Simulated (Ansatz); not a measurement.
# SiO2 (I-42d): the G0W0 gap against the k mesh

Wanted: mesh convergence of the gap correction in SiO2 (I-42d).

Calculated with Ansatz 0.2.0; G0W0 on LDA, plane waves, PAW; PAW set soft_1.

## (1) Set-up

The structure is tetragonal, space group I-42d (No. 122). Conventional cell: a = 4.748 Å, b = 4.748 Å, c = 7.488 Å, α = 90.00°, β = 90.00°, γ = 90.00°. Nearest to Si lie 4 O at 1.62 Å. O has 2 Si at 1.62 Å nearest. Farther neighbours and most contacts between anions are not listed.

The cell and positions come from the Crystallography Open Database and are kept as given unless a step says otherwise.

## (2) The 2×2×2 mesh

Now the one-shot GW correction: screening in the RPA, then the self-energy of the levels asked for. This step takes PAW set soft_1 files.

The input, input.yaml:

```yaml
crystal:
  lattice:
    - [-2.37405, 2.37405, 3.744]
    - [2.37405, -2.37405, 3.744]
    - [2.37405, 2.37405, -3.744]
  atoms:
    - { symbol: Si, position: [0.0, 0.0, 0.0] }
    - { symbol: Si, position: [0.75, 0.25, 0.5] }
    - { symbol: O, position: [0.99838, 0.625, 0.87338] }
    - { symbol: O, position: [0.375, 0.24838, 0.37338] }
    - { symbol: O, position: [0.75162, 0.125, 0.12662] }
    - { symbol: O, position: [0.875, 0.00162, 0.62662] }
kpoints:
  mp_grid: { grid: [2, 2, 2] }
hamiltonian:
  xc: lda
  pseudopotentials: { kind: paw, azcp: { folder: soft_1 }, xc_functional: pbe }
scf:
  occupations: { method: fixed }
gw:
  n_empty_bands: 191
  ecut_chi: 100
  qp_bands: [v2, c2]
  qp_kpoints: band_edges
  screening: { model: contour_deformation }
```

Started as:

```bash
> ansatz run input.yaml --threads 3 --pin off --max-ram 92160MiB --backend cuda --events-out ev --progress --plain --runs-dir out --devices 1 --max-vram 13GiB
```

Numbers of over 12 decimals in the logs are rounded to 6 here.

What it wrote:

```text
GPUs: using 1 of 1 available (devices: 1).
Engine: ansatz 0.2.0, x86_64-unknown-linux-gnu
Pseudopotentials: kind: paw
Pseudopotential: Si, paw, valence charge 4, recommended cutoff 420 eV (normal), soft_1/Si.paw.azcp
Pseudopotential: O, paw, valence charge 6, recommended cutoff 420 eV (normal), soft_1/O.paw.azcp
Functional definition: SPW92
  exchange = slater_x
  correlation = pw_c
concurrent solve slots: 2 of 3 are kept, ahead of what memory takes: no pass of the eigensolver takes more rounds on 2
device memory: the entry about to start is reckoned to put 0.9 GiB on a device that reports 67.8 GiB free (of which the cap on the GPU budget leaves the run 13.0 GiB)
GPU FFT provider: cuFFT
GPU libraries: cuBLAS 13.8.2, cuFFT 12.4.0, cuSOLVER 12.3.4
Crystal: 6 atoms, lattice volume = 84.406 Å³
Basis set: ecut = 420 eV, 1637 PW (Γ)
Bands: 22, of which v1, the nominal top of the filled ones, is band 16 counted from 1 (15 counted from 0)
Symmetry: 8 space group operations
Space group: I-42d (ITA 122), of the structure as read, at distance tolerance 4.4e-5 Å
k-points: 4 of 8
Non-local potential: Si, projectors of the file, l = 0: 2, l = 1: 2, l = 2: 1
Non-local potential: O, projectors of the file, l = 0: 2, l = 1: 2, l = 2: 1
PAW form: soft (Blöchl's): semilocal exchange-correlation on the pseudo side does not see the compensation charge
PAW frozen core: Si, regenerated for the run's functional, and the local potential with it (the file was generated under x = pbe(κ = 0.804, μ = 0.219515), c = pbe(β = 0.066725))
PAW frozen core: O, regenerated for the run's functional, and the local potential with it (the file was generated under x = pbe(κ = 0.804, μ = 0.219515), c = pbe(β = 0.066725))
PAW one-centre angular grid: Si, 110 points (default); XC on 64 Gauss nodes
PAW one-centre angular grid: O, 110 points (default); XC on 64 Gauss nodes
Initial density: superposition of atomic densities (chi_scale 0.1, normalization cell, long waves kept (reshape's long-wave potential 0.00 eV rms))
Initial wavefunctions: pseudopotential atomic-orbital guess
GPU buffer pool allocated for 46656 grid points (all kernels)
GPU transforms: local potential and band sums: pruned to the plane-wave sphere, on 36×36×36
Functional: x = slater, c = lda
SCF iter   1: F=—  HF=-3448.419048 eV  |F-HF|=—  |Δ(HF+E_count)|=         —  Δρ=1.17e-1  dr2=1.04e1  ethr=3.10e-3  ⟨swp⟩=4.8  Hψ=417  notcnv=0  defer=16
preconditioner: auto → none  [insulator: Δε(μ)=7.286 eV  Ē_g=17.729 eV  n_scr=14 (ndim 8)  ℏωp=22.9 eV  f_vac=0.102  ε∞_Penn≈2.7]
SCF iter   2: F=—  HF=-3445.775655 eV  |F-HF|=—  |Δ(HF+E_count)|=    2.64e0  Δρ=6.35e-2  dr2=1.50e0  ethr=3.10e-3  ⟨swp⟩=4.0  Hψ=254  notcnv=0  defer=14
SCF iter   3: F=—  HF=-3445.346242 eV  |F-HF|=—  |Δ(HF+E_count)|=   4.29e-1  Δρ=1.88e-2  dr2=1.32e-1  ethr=3.10e-3  ⟨swp⟩=2.5  Hψ=164  notcnv=0  defer=10
SCF iter   4: F=—  HF=-3445.333419 eV  |F-HF|=—  |Δ(HF+E_count)|=   1.28e-2  Δρ=1.23e-3  dr2=5.95e-4  ethr=4.13e-4  ⟨swp⟩=2.2  Hψ=129  notcnv=0  defer=16
SCF iter   5: F=—  HF=-3445.333623 eV  |F-HF|=—  |Δ(HF+E_count)|=   2.04e-4  Δρ=1.84e-4  dr2=9.57e-6  ethr=1.86e-6  ⟨swp⟩=2.0  Hψ=135  notcnv=0  defer=16
SCF iter   6: F=-3445.333633 eV  HF=-3445.333633 eV  |F-HF|=3.72e-8  |Δ(HF+E_count)|=   1.07e-5  Δρ=1.46e-5  dr2=6.02e-8  ethr=3.13e-10  ⟨swp⟩=11.0  Hψ=543  notcnv=0
SCF 1 converged in 6 iterations: F = -3445.333633 eV  dr2 = 6.02e-8
[...]
concurrent solve slots: 2 of 3 are kept, ahead of what memory takes: no pass of the eigensolver takes more rounds on 2
device memory: the entry about to start is reckoned to put 1.2 GiB on a device that reports 67.8 GiB free (of which the cap on the GPU budget leaves the run 13.0 GiB)
NSCF: frozen V_eff on 4 k-points
[...]
concurrent solve slots: 2 of 3 are kept, ahead of what memory takes: no pass of the eigensolver takes more rounds on 2
device memory: the entry about to start is reckoned to put 2.6 GiB on a device that reports 68.1 GiB free (of which the cap on the GPU budget leaves the run 13.0 GiB)
NSCF: frozen V_eff on 4 k-points
G₀W₀ screening: q 1/4
[... further progress lines ...]
device memory: the entry about to start is reckoned to put 0.4 GiB on a device that reports 64.6 GiB free (of which the cap on the GPU budget leaves the run 13.0 GiB)
NSCF: frozen V_eff on 1 k-points
device memory: the entry about to start is reckoned to put 0.4 GiB on a device that reports 64.3 GiB free (of which the cap on the GPU budget leaves the run 13.0 GiB)
NSCF: frozen V_eff on 1 k-points
device memory: the entry about to start is reckoned to put 0.4 GiB on a device that reports 64.3 GiB free (of which the cap on the GPU budget leaves the run 13.0 GiB)
NSCF: frozen V_eff on 1 k-points
SCF converged after 6 iterations
Free energy (F): -3445.333633 eV
Harris-Foulkes:  -3445.333633 eV  (|F-HF|=3.72e-8)
Internal energy: -3445.333633 eV  (E = F + TS)
E sigma→0 (E₀):  -3445.333633 eV
Fermi energy:    0.808368 eV
--- Per-component energies (eV) ---
  E_band       = -180.989326
  E_kinetic    = 771.722103
  E_local      = -2183.529812  (includes V_loc(G=0)·N_el)
  E_nonlocal   = 263.916138
  E_hartree    = 807.300798
  E_xc         = -394.797427
  E_vxc        = -459.918100  (∫ρ·V_xc dr)
  E_paw        = -1581.804933  (= ΣΔE_a)
  E_vpaw       = -187.777740  (= ΣTr[D̂ρ^β])
  E_aug_tail   = 0.003433  (compensation charges beyond the density's cutoff)
  E_ewald      = -1128.700283
  E_core_change = 0.556347  (= ΣΔE_core)
  E_smearing   = -0.000000  (= −TS)
  E_closure    = -0.000000  (closes the sum)
  Σ components = -3445.333633   (vs F -3445.333633, Δ=0.00e0)
--- Band table (eV) ---
  k-point 0: bands = [... 12 lower, -0.5136, -0.2245, 0.8084, 0.8084, 6.6278, 9.2628, 11.9013, 11.9013, ... 2 higher]
  k-point 1: bands = [... 12 lower, 0.0682, 0.0682, 0.5780, 0.5780, 10.0528, 10.0528, 10.7484, 10.7484, ... 2 higher]
  k-point 2: bands = [... 12 lower, -0.4649, 0.1300, 0.5297, 0.6262, 9.0171, 9.7600, 10.5991, 10.8074, ... 2 higher]
  k-point 3: bands = [... 12 lower, -0.6930, -0.6930, 0.7052, 0.7052, 9.6007, 9.6007, 10.2819, 10.2819, ... 2 higher]
--- G₀W₀: contour deformation, 5 samples at zero and on the imaginary axis and 1 off it, 8 q-points, 191 empty bands' worth ---
  eigenvalues of the whole cell's RPA ε∞ on this k-mesh (on a slab, of 1 + 4πα/V) = 2.2895, 2.2895, 2.3732; static W/v taken at q = 0 is 0.431631
  bands read: the sum over 207 bands ends inside a degenerate multiplet in 3 slots, whose members it reads at an even weight; the widest, k=0: bands 207 to 208 (counted from 1) at 1/2 each
  gw.qp_kpoints: band_edges: 4 of 4 stored k-points solved, in 1 pass; an edge of the gap read off the rows below is read off those points alone
    ik  band        ε_KS         Σx   Σc(E_QP)       V_xc       Z   E_QP_lin       E_QP  E_QP is
     0    15      0.8084   -26.4034     4.3298   -20.5044  0.8030    -0.7831    -0.7608  root
     0    16      0.8084   -26.4034     4.3298   -20.5044  0.8030    -0.7831    -0.7608  root
     0    17      6.6278    -7.0035    -3.4283   -11.9667  0.8642     8.1772     8.1627  root
     0    18      9.2628    -5.5116    -3.8778   -11.2347  0.8589    11.1318    11.1080  root
     1    15      0.5780   -26.6468     4.3490   -20.7378  0.8023    -1.0041    -0.9819  root
     1    16      0.5780   -26.6468     4.3490   -20.7378  0.8023    -1.0041    -0.9819  root
     1    17     10.0528    -7.5942    -3.6955   -13.2099  0.8502    12.0007    11.9731  root
     1    18     10.0528    -7.5942    -3.6955   -13.2099  0.8502    12.0007    11.9731  root
     2    15      0.5297   -26.5306     4.3527   -20.6105  0.8019    -1.0602    -1.0377  root
     2    16      0.6262   -26.0547     4.3087   -20.1499  0.8031    -0.9933    -0.9698  root
     2    17      9.0171    -8.5984    -3.9070   -14.4890  0.8495    11.0294    11.0007  root
     2    18      9.7600    -6.3727    -3.4204   -11.5014  0.8577    11.4887    11.4682  root
     3    15      0.7052   -26.5216     4.3415   -20.6264  0.8024    -0.8704    -0.8484  root
     3    16      0.7052   -26.5216     4.3415   -20.6264  0.8024    -0.8704    -0.8484  root
     3    17      9.6007    -7.3762    -3.5348   -12.7353  0.8528    11.4490    11.4250  root
     3    18      9.6007    -7.3762    -3.5348   -12.7353  0.8528    11.4490    11.4250  root
```

Elapsed: 7.3 s, on 1 × NVIDIA H100 80GB HBM3 (shared by 6 runs) with 3 threads of AMD EPYC 7R13 (Zen 3), shared host; peak memory 1 GiB; 5.3 s of CPU time.

The column dr2 measures how far the density is from self-consistency, as an energy; F and HF (Harris–Foulkes) agree once it is small.

This step gave:

| Quantity | Value |
| --- | --- |
| bands summed | 207 |
| RPA ε∞ on this mesh (eigenvalues) | 2.289, 2.289, 2.373 |
| plane waves in the screening matrix | 179 |
| q-points in the mesh | 8 |
| G0W0 gap on the mesh | 8.923 eV |
| k of the valence top | 0, 0, 0 |
| k of the conduction bottom | 0, 0, 0 |
| starting gap on the mesh | 5.819 eV |
| Z at the valence top | 0.8030 |
| Z at the conduction bottom | 0.8642 |
| least direct G0W0 gap on the computed points | 8.923 eV |

The gap on the mesh goes from 5.82 eV to 8.92 eV, a correction of +3.10 eV. Between the two edge states, bare exchange in place of the xc potential would open the gap by 10.86 eV, and correlation takes back 7.76 eV.

## (3) The 4×4×4 mesh

Only the mesh changes. It samples the long-range screening, which converges on its own terms.

input.yaml: that of step 2 with these lines changed.

```diff
@@ -13,3 +13,3 @@
 kpoints:
-  mp_grid: { grid: [2, 2, 2] }
+  mp_grid: { grid: [4, 4, 4] }
 hamiltonian:
```

What it wrote:

```text
GPUs: using 1 of 1 available (devices: 1).
[...]
GPU FFT provider: cuFFT
GPU libraries: cuBLAS 13.8.2, cuFFT 12.4.0, cuSOLVER 12.3.4
Crystal: 6 atoms, lattice volume = 84.406 Å³
Basis set: ecut = 420 eV, 1637 PW (Γ)
Bands: 22, of which v1, the nominal top of the filled ones, is band 16 counted from 1 (15 counted from 0)
[... 1 set-up line as in the run before ...]
[...]
k-points: 13 of 64 (time reversal used)
[...]
GPU buffer pool allocated for 46656 grid points (all kernels)
[...]
SCF iter   1: F=—  HF=-3448.427922 eV  |F-HF|=—  |Δ(HF+E_count)|=         —  Δρ=1.17e-1  dr2=1.03e1  ethr=3.10e-3  ⟨swp⟩=4.9  Hψ=1438  notcnv=0  defer=46
[...]
SCF iter   7: F=-3445.348639 eV  HF=-3445.348639 eV  |F-HF|=1.23e-9  |Δ(HF+E_count)|=   1.99e-8  Δρ=2.25e-6  dr2=2.59e-9  ethr=3.13e-10  ⟨swp⟩=11.5  Hψ=1470  notcnv=0
SCF 1 converged in 7 iterations: F = -3445.348639 eV  dr2 = 2.59e-9
[...]
0    15      0.8042   -26.3250     4.2725   -20.5052  0.8045    -0.7640    -0.7431  root
     0    16      0.8042   -26.3250     4.2725   -20.5052  0.8045    -0.7640    -0.7431  root
     0    17      6.6258    -7.1530    -3.2984   -11.9672  0.8690     8.1539     8.1416  root
     0    18      9.2616    -5.5926    -3.7897   -11.2359  0.8627    11.1368    11.1151  root
     1    15      0.7064   -26.3900     4.2781   -20.5709  0.8042    -0.8553    -0.8345  root
     1    16      0.7072   -26.3254     4.2916   -20.4783  0.8040    -0.8696    -0.8483  root
     1    17      7.9333    -8.0014    -3.3459   -13.0466  0.8607     9.6496     9.6326  root
     1    18     10.1317    -6.0131    -3.9499   -11.9395  0.8569    12.1350    12.1082  root
[...]
12    15      0.7013   -26.4405     4.2848   -20.6274  0.8040    -0.8476    -0.8271  root
    12    16      0.7013   -26.4405     4.2848   -20.6274  0.8040    -0.8476    -0.8271  root
    12    17      9.5984    -7.4238    -3.4744   -12.7362  0.8556    11.4590    11.4364  root
    12    18      9.5984    -7.4238    -3.4744   -12.7362  0.8556    11.4590    11.4364  root
[key lines of the parts left out:]
SCF converged after 7 iterations
Free energy (F): -3445.348639 eV
Fermi energy:    0.804150 eV
```

It took 11 s on 1 × NVIDIA H100 80GB HBM3 (shared by 6 runs) with 3 threads; peak memory 1.2 GiB.

This step gave:

* bands summed: 207
* RPA ε∞ on this mesh (eigenvalues): 2.260, 2.260, 2.323
* plane waves in the screening matrix: 179
* q-points in the mesh: 64
* G0W0 gap on the mesh: 8.885 eV
* k of the valence top: 0, 0, 0
* k of the conduction bottom: 0, 0, 0
* starting gap on the mesh: 5.822 eV
* Z at the valence top: 0.8045
* Z at the conduction bottom: 0.8690
* least direct G0W0 gap on the computed points: 8.885 eV

Against the run with 2×2×2 mesh, 191 empty bands, screening to 100 eV, PAW set soft_1 files, the gap moves by −0.04 eV.

## (4) The 6×6×6 mesh

input.yaml: that of step 3 with these lines changed.

```diff
@@ -13,3 +13,3 @@
 kpoints:
-  mp_grid: { grid: [4, 4, 4] }
+  mp_grid: { grid: [6, 6, 6] }
 hamiltonian:
```

What it wrote:

```text
GPUs: using 1 of 1 available (devices: 1).
[...]
GPU FFT provider: cuFFT
GPU libraries: cuBLAS 13.8.2, cuFFT 12.4.0, cuSOLVER 12.3.4
Crystal: 6 atoms, lattice volume = 84.406 Å³
Basis set: ecut = 420 eV, 1637 PW (Γ)
Bands: 22, of which v1, the nominal top of the filled ones, is band 16 counted from 1 (15 counted from 0)
[... 1 set-up line as in the run before ...]
[...]
k-points: 30 of 216 (time reversal used)
[...]
1    18      9.6885    -5.8470    -3.8538   -11.6163  0.8599    11.6280    11.6040  root
[...]
29    15      0.7012   -26.4322     4.2794   -20.6274  0.8041    -0.8446    -0.8243  root
    29    16      0.7012   -26.4322     4.2794   -20.6274  0.8041    -0.8446    -0.8243  root
    29    17      9.5984    -7.4282    -3.4697   -12.7363  0.8558    11.4593    11.4368  root
    29    18      9.5984    -7.4282    -3.4697   -12.7363  0.8558    11.4593    11.4368  root
[key lines of the parts left out:]
SCF converged after 7 iterations
Free energy (F): -3445.348801 eV
Fermi energy:    0.804123 eV
```

The job ended after 52 s (1 × NVIDIA H100 80GB HBM3 (shared by 6 runs) with 3 threads; peak memory 1.4 GiB).

This step gave:

```yaml
bands_summed: 207
rpa_eps_infinity_on_this_mesh_eigenvalues: 2.260, 2.260, 2.322
plane_waves_in_the_screening_matrix: 179
g0w0_gap_on_the_mesh: 8.879 eV
k_of_the_valence_top: 0, 0, 0
k_of_the_conduction_bottom: 0, 0, 0
starting_gap_on_the_mesh: 5.822 eV
least_direct_g0w0_gap_on_the_computed_points: 8.879 eV
```

Against the run with 4×4×4 mesh, 191 empty bands, screening to 100 eV, PAW set soft_1 files, the gap moves by −0.006 eV.

## (5) The 8×8×8 mesh

input.yaml: that of step 4 with these lines changed.

```diff
@@ -13,3 +13,3 @@
 kpoints:
-  mp_grid: { grid: [6, 6, 6] }
+  mp_grid: { grid: [8, 8, 8] }
 hamiltonian:
```

What it wrote:

```text
GPUs: using 1 of 1 available (devices: 1).
[...]
GPU FFT provider: cuFFT
GPU libraries: cuBLAS 13.8.2, cuFFT 12.4.0, cuSOLVER 12.3.4
Crystal: 6 atoms, lattice volume = 84.406 Å³
Basis set: ecut = 420 eV, 1637 PW (Γ)
Bands: 22, of which v1, the nominal top of the filled ones, is band 16 counted from 1 (15 counted from 0)
[... 1 set-up line as in the run before ...]
[...]
k-points: 59 of 512 (time reversal used)
[...]
1    18      9.5097    -5.7541    -3.8200   -11.4639  0.8612    11.4224    11.3995  root
[...]
58    15      0.7012   -26.4302     4.2780   -20.6274  0.8041    -0.8439    -0.8236  root
    58    16      0.7012   -26.4302     4.2780   -20.6274  0.8041    -0.8439    -0.8236  root
    58    17      9.5984    -7.4293    -3.4684   -12.7363  0.8558    11.4595    11.4370  root
    58    18      9.5984    -7.4293    -3.4684   -12.7363  0.8558    11.4595    11.4370  root
[key lines of the parts left out:]
SCF converged after 7 iterations
Free energy (F): -3445.348803 eV
Fermi energy:    0.804121 eV
```

Elapsed: 4 min, on 1 × NVIDIA H100 80GB HBM3 (shared by 6 runs) with 3 threads; peak memory 1.9 GiB.

Numbers from this step:

| Item | Value |
| --- | --- |
| bands summed | 207 |
| RPA ε∞ on this mesh (eigenvalues) | 2.260, 2.260, 2.322 |
| plane waves in the screening matrix | 179 |
| G0W0 gap on the mesh | 8.878 eV |
| k of the valence top | 0, 0, 0 |
| k of the conduction bottom | 0, 0, 0 |
| starting gap on the mesh | 5.822 eV |
| least direct G0W0 gap on the computed points | 8.878 eV |

Against the run with 6×6×6 mesh, 191 empty bands, screening to 100 eV, PAW set soft_1 files, the gap moves by −0.001 eV.

## (6) The meshes together

Times are wall times on 1 × NVIDIA H100 80GB HBM3 (shared by 6 runs) with 3 threads of AMD EPYC 7R13 (Zen 3), shared host, good to a factor of about two.

| mesh | points | irreducible | start (eV) | G0W0 (eV) | shift (eV) | RPA ε∞ (mean) | time |
| --- | --- | --- | --- | --- | --- | --- | --- |
| 2×2×2 | 8 | 4 | 5.819 | 8.923 | +3.104 | 2.32 | 7.3 s |
| 4×4×4 | 64 | 13 | 5.822 | 8.885 | +3.063 | 2.28 | 11 s |
| 6×6×6 | 216 | 30 | 5.822 | 8.879 | +3.057 | 2.28 | 52 s |
| 8×8×8 | 512 | 59 | 5.822 | 8.878 | +3.056 | 2.28 | 4 min |

## (7) Results

| Item | Value |
| --- | --- |
| 2×2×2 | 8.923 eV (shift +3.104) |
| 4×4×4 | 8.885 eV (shift +3.063) |
| 6×6×6 | 8.879 eV (shift +3.057) |
| 8×8×8 | 8.878 eV (shift +3.056) |
| settings | LDA start, 191 empty bands, 100 eV |

In words: The shift is +3.10 eV on 2×2×2 and +3.06 eV on 8×8×8; the last step moves it by −0.001 eV. The RPA ε∞ (mean) ranges from 2.28 to 2.32 and ends at 2.28. From 8 to 512 points the time grows 33-fold. Bands and cutoff are modest here, so the values stand off the basis limit.

[Paths, hosts, dates, memory and timing lines, banners, echoed tables and standing remarks are left out of the program output.]

[Logs are printed without paths, hosts, clocks, repeated set-up lines and the standing remarks that a program may print on its own settings, such as how far it seeks lower states.]

[Runs of the session that timed out or met a known fault of the program may be left out.]

[Cells called generated may have been cut or substituted from an entry of the Crystallography Open Database or the Materials Project.]

[Hosts, paths, dates, database ids (printed as entryN), source tags and the programs' standing remarks are cut or masked in the printed files.]
